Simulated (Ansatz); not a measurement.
# Mg(0001) with 2 thermally displaced layers, 2x2: scattering by thermal displacements

How much do lattice vibrations at 500 K scatter the electrons of Mg? Layers with random displacements are laid between perfect leads, and the resistance is followed against their length. The measured value for the pure metal at this temperature is 7.86 µΩ cm (CRC Handbook of Chemistry and Physics, 84th ed., 2003, Electrical Resistivity of Pure Metals).

Main program and level: Ansatz 0.2.0; Ansatz plane-wave DFT, PBE, PAW files; ballistic transport by layer matching (Landauer), zero bias; PAW set soft_1.

## 1. The starting structure

The cell holds 48 atoms: 48 Mg. Its edges and angles: a = 6.419 Å, b = 6.419 Å, c = 31.262 Å, α = 90.0°, β = 90.0°, γ = 120.0°. It derives from Mg. Regions: lead, 40 atoms (40 Mg); scattering region, 8 atoms (8 Mg). The structure is stacked along c, and the current runs across the ab planes.

## 2. With 2 displaced layers

Each atom of 2 layers is moved at random, by amounts drawn from a normal law 0.138 Å wide in each direction from the Debye model (400 K) at 500 K. The layers about the cell's end stay perfect and serve as the lead. Disorder leaves little or no symmetry, which makes such runs dear. Energies from -0.05 to 0.05 eV in steps of 0.05 eV are too few for the program's thermal sum, so it prints no conductance; for a metal the transmission near the Fermi level serves, at a fraction of the cost.

Contents of input.yaml:

```yaml
crystal:
  lattice:
    - [6.41854, 0.0, 0.0]
    - [-3.20927, 5.5586186952, 0.0]
    - [0.0, 0.0, 31.26198]
  atoms:
    - { symbol: Mg, position: [0.1666666667, 0.3333333333, 0.0416666667] }
    - { symbol: Mg, position: [0.1666666667, 0.8333333333, 0.0416666667] }
    - { symbol: Mg, position: [0.6666666667, 0.3333333333, 0.0416666667] }
    - { symbol: Mg, position: [0.6666666667, 0.8333333333, 0.0416666667] }
    - { symbol: Mg, position: [0.3333333333, 0.1666666667, 0.125] }
    - { symbol: Mg, position: [0.3333333333, 0.6666666667, 0.125] }
    - { symbol: Mg, position: [0.8333333333, 0.1666666667, 0.125] }
    - { symbol: Mg, position: [0.8333333333, 0.6666666667, 0.125] }
    - { symbol: Mg, position: [0.1666666667, 0.3333333333, 0.2083333333] }
    - { symbol: Mg, position: [0.1666666667, 0.8333333333, 0.2083333333] }
    - { symbol: Mg, position: [0.6666666667, 0.3333333333, 0.2083333333] }
    - { symbol: Mg, position: [0.6666666667, 0.8333333333, 0.2083333333] }
    - { symbol: Mg, position: [0.3333333333, 0.1666666667, 0.2916666667] }
    - { symbol: Mg, position: [0.3333333333, 0.6666666667, 0.2916666667] }
    - { symbol: Mg, position: [0.8333333333, 0.1666666667, 0.2916666667] }
    - { symbol: Mg, position: [0.8333333333, 0.6666666667, 0.2916666667] }
    - { symbol: Mg, position: [0.1666666667, 0.3333333333, 0.375] }
    - { symbol: Mg, position: [0.1666666667, 0.8333333333, 0.375] }
    - { symbol: Mg, position: [0.6666666667, 0.3333333333, 0.375] }
    - { symbol: Mg, position: [0.6666666667, 0.8333333333, 0.375] }
    - { symbol: Mg, position: [0.3343966505, 0.1633872109, 0.4611601657] }
    - { symbol: Mg, position: [0.3289396569, 0.6533688669, 0.4599294177] }
    - { symbol: Mg, position: [0.873123202, 0.1901776113, 0.4552270385] }
    - { symbol: Mg, position: [0.7983920465, 0.6511941021, 0.4585157466] }
    - { symbol: Mg, position: [0.1139656538, 0.3279019089, 0.5361672025] }
    - { symbol: Mg, position: [0.1441683028, 0.8198222996, 0.5402705144] }
    - { symbol: Mg, position: [0.6884562266, 0.3592133532, 0.5410993133] }
    - { symbol: Mg, position: [0.6877873405, 0.8168201146, 0.5432182359] }
    - { symbol: Mg, position: [0.3333333333, 0.1666666667, 0.625] }
    - { symbol: Mg, position: [0.3333333333, 0.6666666667, 0.625] }
    - { symbol: Mg, position: [0.8333333333, 0.1666666667, 0.625] }
    - { symbol: Mg, position: [0.8333333333, 0.6666666667, 0.625] }
    - { symbol: Mg, position: [0.1666666667, 0.3333333333, 0.7083333333] }
    - { symbol: Mg, position: [0.1666666667, 0.8333333333, 0.7083333333] }
    - { symbol: Mg, position: [0.6666666667, 0.3333333333, 0.7083333333] }
    - { symbol: Mg, position: [0.6666666667, 0.8333333333, 0.7083333333] }
    - { symbol: Mg, position: [0.3333333333, 0.1666666667, 0.7916666667] }
    - { symbol: Mg, position: [0.3333333333, 0.6666666667, 0.7916666667] }
    - { symbol: Mg, position: [0.8333333333, 0.1666666667, 0.7916666667] }
    - { symbol: Mg, position: [0.8333333333, 0.6666666667, 0.7916666667] }
    - { symbol: Mg, position: [0.1666666667, 0.3333333333, 0.875] }
    - { symbol: Mg, position: [0.1666666667, 0.8333333333, 0.875] }
    - { symbol: Mg, position: [0.6666666667, 0.3333333333, 0.875] }
    - { symbol: Mg, position: [0.6666666667, 0.8333333333, 0.875] }
    - { symbol: Mg, position: [0.3333333333, 0.1666666667, 0.9583333333] }
    - { symbol: Mg, position: [0.3333333333, 0.6666666667, 0.9583333333] }
    - { symbol: Mg, position: [0.8333333333, 0.1666666667, 0.9583333333] }
    - { symbol: Mg, position: [0.8333333333, 0.6666666667, 0.9583333333] }
kpoints:
  mp_grid: { grid: [4, 4, 1] }
hamiltonian:
  xc: pbe
  pseudopotentials: { kind: paw, azcp: { folder: soft_1 } }
scf:
  occupations: { method: fermi_dirac, width: 0.1 }
output:
  transmission: { leads: [[0, 8]], kmesh: [8, 8], e_range: [-0.05, 0.05], de: 0.05 }
  write_potential: true
  write_density: true
  volumetric_format: npy
  elf: true
```

On the command line:

```
$ ansatz run input.yaml --threads 4 --pin off --max-ram 15360MiB --backend cpu --events-out ev --progress --plain --runs-dir out
```

Numbers of over 12 decimals in the logs are rounded to 6 here.

The log of the run:

```text
Engine: ansatz 0.2.0, aarch64-unknown-linux-gnu
Pseudopotentials: kind: paw
Pseudopotential: Mg, paw, valence charge 10, recommended cutoff 420 eV (normal), soft_1/Mg.paw.azcp
Functional definition: PBE
  parameter kappa = 0.804
  parameter beta = 0.066725
  exchange = pbe_x(kappa = kappa, mu = beta*pi^2/3)
  correlation = pbe_c(beta = beta)
Crystal: 48 atoms, lattice volume = 1115.372 Å³
Basis set: ecut = 420 eV, 21885 PW (Γ)
Bands: 288, of which v1, the nominal top of the filled ones, is band 240 counted from 1 (239 counted from 0)
Symmetry: 1 space group operations
Space group: P1 (ITA 1), of the structure as read, at distance tolerance 1.0e-4 Å
k-points: 10 of 16 (time reversal used)
Non-local potential: Mg, projectors of the file, l = 0: 3, l = 1: 2, l = 2: 1
PAW form: soft (Blöchl's): semilocal exchange-correlation on the pseudo side does not see the compensation charge
PAW one-centre angular grid: Mg, 110 points (default); XC on 64 Gauss nodes
Initial density: superposition of atomic densities (chi_scale 0.1, normalization cell)
Initial wavefunctions: pseudopotential atomic-orbital guess
Functional: x = pbe(κ = 0.804, μ = 0.219515), c = pbe(β = 0.066725)
SCF iter   1: F=—  HF=-92343.165716 eV  |F-HF|=—  |Δ(HF+E_count)|=         —  Δρ=1.33e-2  dr2=2.84e0  ethr=3.10e-3  ⟨swp⟩=11.2  Hψ=13418  notcnv=0  defer=6
preconditioner: auto → Kerker (q_TF=auto, 2.371 Å⁻¹)  [metal: Δε(μ)=0.085 eV  Ē_g=4.832 eV  σ=0.100 eV  W_gap=0.20  n_scr=268 (ndim 8)  ℏωp=10.9 eV  f_vac=0.000  D(μ)=14.09/eV (n_scr^D=68)]
SCF iter   2: F=—  HF=-92343.118391 eV  |F-HF|=—  |Δ(HF+E_count)|=   4.73e-2  Δρ=9.57e-3  dr2=1.49e0  ethr=5.92e-4  ⟨swp⟩=1.4  Hψ=3330  notcnv=0  defer=13
SCF iter   3: F=—  HF=-92342.839529 eV  |F-HF|=—  |Δ(HF+E_count)|=   2.79e-1  Δρ=1.76e-3  dr2=3.58e-2  ethr=3.11e-4  ⟨swp⟩=2.0  Hψ=3119  notcnv=0  defer=13
SCF iter   4: F=—  HF=-92342.837678 eV  |F-HF|=—  |Δ(HF+E_count)|=   1.85e-3  Δρ=1.74e-4  dr2=6.96e-4  ethr=7.47e-6  ⟨swp⟩=2.5  Hψ=4447  notcnv=0  defer=13
SCF iter   5: F=—  HF=-92342.837488 eV  |F-HF|=—  |Δ(HF+E_count)|=   1.90e-4  Δρ=6.32e-5  dr2=1.24e-4  ethr=1.45e-7  ⟨swp⟩=2.0  Hψ=5189  notcnv=0  defer=13
SCF iter   6: F=—  HF=-92342.837497 eV  |F-HF|=—  |Δ(HF+E_count)|=   9.07e-6  Δρ=1.98e-5  dr2=1.84e-5  ethr=2.58e-8  ⟨swp⟩=1.3  Hψ=2814  notcnv=0  defer=13
SCF iter   7: F=—  HF=-92342.837565 eV  |F-HF|=—  |Δ(HF+E_count)|=   6.81e-5  Δρ=3.34e-6  dr2=3.06e-7  ethr=3.84e-9  ⟨swp⟩=2.0  Hψ=3284  notcnv=0  defer=51
SCF iter   8: F=-92342.837565 eV  HF=-92342.837565 eV  |F-HF|=2.46e-8  |Δ(HF+E_count)|=   4.33e-8  Δρ=9.00e-7  dr2=2.68e-8  ethr=2.08e-11  ⟨swp⟩=10.0  Hψ=9002  notcnv=0
SCF 1 converged in 8 iterations: F = -92342.837565 eV  dr2 = 2.68e-8
  greatest PAW one-centre occupation: 1.000 electrons in one spin orbital (limit 2), on the Mg atom at site 24 (counted from 0), in its partial waves of l = 0
transmission: 161 of 1598 steps passed
transmission: 320 of 1598 steps passed
[...]
transmission: 1598 of 1598 steps passed
SCF converged after 8 iterations
Free energy (F): -92342.837565 eV
Harris-Foulkes:  -92342.837565 eV  (|F-HF|=2.46e-8)
Internal energy: -92342.364961 eV  (E = F + TS)
E sigma→0 (E₀):  -92342.601263 eV
Entropy (-TS):   -0.472604 eV (-9.846 meV/atom)
Fermi energy:    5.543078 eV
--- Per-component energies (eV) ---
  E_band       = -17230.294230
  E_kinetic    = 3315.056252
  E_local      = -82613.212912  (includes V_loc(G=0)·N_el)
  E_nonlocal   = 9384.317631
  E_hartree    = 28204.016128
  E_xc         = -1242.327461
  E_vxc        = -1602.337338  (∫ρ·V_xc dr)
  E_paw        = -14465.881517  (= ΣΔE_a)
  E_vpaw       = -2122.143064  (= ΣTr[D̂ρ^β])
  E_aug_tail   = -0.007069  (compensation charges beyond the density's cutoff)
  E_ewald      = -34924.326013
  E_smearing   = -0.472604  (= −TS)
  E_closure    = 0.000000  (closes the sum)
  Σ components = -92342.837565   (vs F -92342.837565, Δ=0.00e0)
--- Band table (eV; the first three rows and the last of 10) ---
  k-point 0: bands = [... 236 lower, 4.4185, 4.4250, 4.4413, 4.4463, 4.4667, 5.0402, 5.0486, 5.0593, ... 44 higher]
  k-point 1: bands = [... 236 lower, 4.9244, 4.9443, 4.9571, 4.9826, 5.5644, 5.5941, 5.6035, 5.6132, ... 44 higher]
  k-point 2: bands = [... 236 lower, 5.7142, 5.7232, 5.7574, 5.7689, 6.4805, 6.5293, 6.7534, 6.8202, ... 44 higher]
  k-point 9: bands = [... 236 lower, 5.7222, 5.7380, 5.7560, 5.7602, 6.4859, 6.5201, 6.7597, 6.8132, ... 44 higher]
--- Transmission ---
  basis      : 313 plane waves across, 47 finite elements along
  points     : 34, standing for a mesh of 8 x 8
  energies   : 3 from -0.050000 to 0.050000 eV about the Fermi level, 0.050000 eV apart; the leads are filled to 0.000000 eV, and channels, transmission and decay are at 0.000000 eV
  crystal 0  : Mg8, at the sites [0, 8], period 5.2103 Å, over 26.05 Å; its Hamiltonian steps by up to 7.8 meV
    offset         : up to 0.0000 Å between an atom of the period and one for which it stands
    channels       : 3.765625e0 a spin
    conductance    : none, the energies end too early or step too widely for 300 K: set another output.transmission.e_range or a lower de, or, where they end at an eighth of basis.ecutwfc, a higher one
  junction   : crystal 0 to crystal 0, 0.70 to 26.75 Å
    transmission   : 3.649875e0 a spin
    conductance    : none, the energies end too early or step too widely for 300 K: set another output.transmission.e_range or a lower de, or, where they end at an eighth of basis.ecutwfc, a higher one
```

Run time: 11 min. Hardware: 4 threads of Arm Neoverse V2, shared host; peak memory 6 GiB; 40 min of CPU time.

This step gave:

| Quantity | Value |
| --- | --- |
| free energy | -92342.8376 eV |
| energy at zero smearing | -92342.6013 eV |
| Fermi energy | 5.543 eV |
| cell area | 35.68 Å² |
| transmission per spin nearest the Fermi level | 3.650 |
| open channels per spin nearest the Fermi level | 3.766 |
| step of the lead's potential | 7.8 meV |

Per spin. The transmission, zone mean by energy, zero at the Fermi level:

```csv
energy (eV),"transmission, zone mean"
-0.0500,3.65
0.0000,3.65
0.0500,3.43
```

Per spin. The open channels, zone mean, lead by energy, zero at the Fermi level:

```csv
energy (eV),"open channels, zone mean, lead"
-0.0500,3.77
0.0000,3.77
0.0500,3.67
```

Transmission over k1 and k2. At 0.0000 eV from the Fermi level.

Ten even steps from '0' (1.95) to '9' (6.88):
```
33223333
22020223
32299223
43099903
33229922
23220202
33333223
43234323
```
Columns: k1 (b1) from -0.5 to 0.375; rows upwards: k2 (b2) from -0.5 to 0.375.

Open channels over k1 and k2. At 0.0000 eV from the Fermi level.

Values, 8 rows by 8 columns:
```
4.00 4.00 3.00 3.00 4.00 4.00 4.00 4.00
3.00 3.00 2.00 3.00 2.00 3.00 3.00 4.00
4.00 3.00 3.00 7.00 7.00 3.00 3.00 4.00
4.00 4.00 2.00 7.00 7.00 7.00 2.00 4.00
4.00 4.00 3.00 3.00 7.00 7.00 3.00 3.00
3.00 4.00 3.00 3.00 2.00 3.00 2.00 3.00
4.00 4.00 4.00 4.00 4.00 3.00 3.00 4.00
4.00 4.00 3.00 4.00 4.00 4.00 3.00 4.00
```
Columns: k1 (b1) from -0.5 to 0.375; rows upwards: k2 (b2) from -0.5 to 0.375.

ELF in the ca plane at fractional y = 0.163, with atoms of Mg within 0.2 Å of it. It is the smooth field of the valence electrons, not physical close to the nuclei.

Values, 9 rows by 16 columns, each cell a mean:
```
0.36 0.19 0.23 0.55 0.54 0.44 0.21 0.20 0.51 0.35 0.55 0.18 0.17 0.46 0.53 0.56
0.30 0.25 0.22 0.62 0.67 0.41 0.24 0.19 0.59 0.68 0.57 0.20 0.22 0.41 0.67 0.63
0.40 0.16 0.28 0.50 0.42 0.49 0.18 0.26 0.47 0.44 0.51 0.20 0.17 0.48 0.42 0.50
0.50 0.51 0.52 0.29 0.10 0.43 0.50 0.49 0.38 0.15 0.40 0.52 0.52 0.46 0.11 0.28
0.45 0.20 0.35 0.43 0.29 0.48 0.22 0.24 0.51 0.37 0.48 0.28 0.22 0.48 0.30 0.43
0.31 0.26 0.22 0.62 0.65 0.46 0.20 0.20 0.51 0.59 0.49 0.19 0.22 0.42 0.65 0.62
0.33 0.24 0.22 0.60 0.59 0.47 0.18 0.18 0.51 0.56 0.47 0.17 0.20 0.44 0.60 0.60
0.48 0.29 0.42 0.37 0.20 0.48 0.37 0.39 0.45 0.29 0.43 0.35 0.33 0.48 0.21 0.36
0.49 0.42 0.49 0.31 0.13 0.49 0.34 0.46 0.34 0.09 0.41 0.45 0.45 0.47 0.13 0.30
```
Columns run along c (16.0 Å, from fractional 0.24 to 0.76 of the cell), rows up along a (6.4 Å). Atoms in or near the plane, at fractional coordinates: Mg at (0.29, 0.33), Mg at (0.29, 0.83), Mg at (0.46, 0.33), Mg at (0.46, 0.87), Mg at (0.62, 0.33), Mg at (0.62, 0.83).

Valence density in the ca plane at fractional y = 0.163, with atoms of Mg within 0.2 Å of it. It is the smooth field of the valence electrons, not physical close to the nuclei.

Values in e/Å³, 9 rows by 16 columns, each cell a mean:
```
 0  2  0  0  0  0  4  1  0  0  0  1  2  0  0  0
 0 13  1  0  0  0  7  2  0  0  0  4  9  0  0  0
 0  1  0  0  0  0  0  0  0  0  0  0  1  0  0  0
 0  0  0  0  0  0  0  0  0  0  0  0  0  0  0  0
 0  0  0  0  0  0  0  0  0  0  0  0  0  0  0  0
 0 10  1  0  0  0  6  5  0  0  0  3  7  0  0  0
 0  6  1  0  0  0  3  3  0  0  0  2  4  0  0  0
 0  0  0  0  0  0  0  0  0  0  0  0  0  0  0  0
 0  0  0  0  0  0  0  0  0  0  0  0  0  0  0  0
```
Columns run along c (16.0 Å, from fractional 0.24 to 0.76 of the cell), rows up along a (6.4 Å). Atoms in or near the plane, at fractional coordinates: Mg at (0.29, 0.33), Mg at (0.29, 0.83), Mg at (0.46, 0.33), Mg at (0.46, 0.87), Mg at (0.62, 0.33), Mg at (0.62, 0.83).

Electrostatic potential energy in the ca plane at fractional y = 0.163, with atoms of Mg within 0.2 Å of it. With pseudopotentials it is smooth inside the atoms' cores, unlike the true potential.

Ten even steps from '0' (-68 eV) to '9' (7 eV), each cell a mean:
```
99987899999999998756899999999999878999999999
99731379999999997201699999999997214899999999
99610069999999997200599999999995001799999999
99730279999999998534799999999996203799999999
99976789999999999888999999999998767999999999
99999999999999999999999999999999999999999999
99999999999889999999999999999999999999998999
99999999999899999999999999999999999999998999
99998999999999999988999999999999889999999999
99864689999999999754689999999998546899999999
99710169999999998500389999999996102799999999
99610069999999998500289999999996001799999999
99853489999999999743689999999997435899999999
99988899999999999988999999999999888999999999
99999999999899999999999999999999999999998999
99999999999889999999999998899999999999998999
99999999999999999989999998899999999999999999
```
Columns run along c (16.0 Å, from fractional 0.24 to 0.76 of the cell; values clipped at the 3rd and 97th percentile), rows up along a (6.4 Å). Atoms in or near the plane, at fractional coordinates: Mg at (0.29, 0.33), Mg at (0.29, 0.83), Mg at (0.46, 0.33), Mg at (0.46, 0.87), Mg at (0.62, 0.33), Mg at (0.62, 0.83).

Over the solved energies the transmission per spin lies between 3.43 and 3.65, out of 3.73 channels of the lead on average (up to 3.77).

[end of part 1 of 2]

[Logs are printed without paths, hosts, clocks, repeated set-up lines and the standing remarks that a program may print on its own settings, such as how far it seeks lower states.]

[Hosts, paths, dates, database ids (printed as entryN), source tags and the programs' standing remarks are cut or masked in the printed files.]
